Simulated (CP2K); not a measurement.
The C K edge of tetramethylsilane was computed by TDDFT (CP2K XAS_TDP, aug-pc-1, TDA) at these levels: PBE0, PBEh(45%) and PBEh(45%) + GW2X. The first three lines of C1 (bonded to Si and 3 H) with a strength over 0.0015, energy in eV and strength:

| run | first | second | third |
| --- | --- | --- | --- |
| 1 | 288.64 (0.003) | 289.45 (0.034) | 289.75 (0.002) |
| 2 | 277.02 (0.008) | 277.49 (0.006) | 278.47 (0.004) |
| 3 | 282.83 (0.003) | 283.63 (0.034) | 283.94 (0.002) |

**Question.** Which run is which?

Run 1: PBEh(45%) + GW2X (45 % exact exchange). Run 2: PBE0 (25 % exact exchange). Run 3: PBEh(45%) (45 % exact exchange). Self-interaction lifts the core level, so the uncorrected lines rise with the share of exact exchange. The GW2X run keeps the spacings of its parent: 0.81 eV between the first two lines in run 1, 0.80 eV in run 3. Its shift is +5.81 eV, since the Kohn–Sham level at this share of exchange lies that far above the quasiparticle level.

[Hosts, paths, dates, database ids (printed as entryN), source tags and the programs' standing remarks are cut or masked in the printed files.]
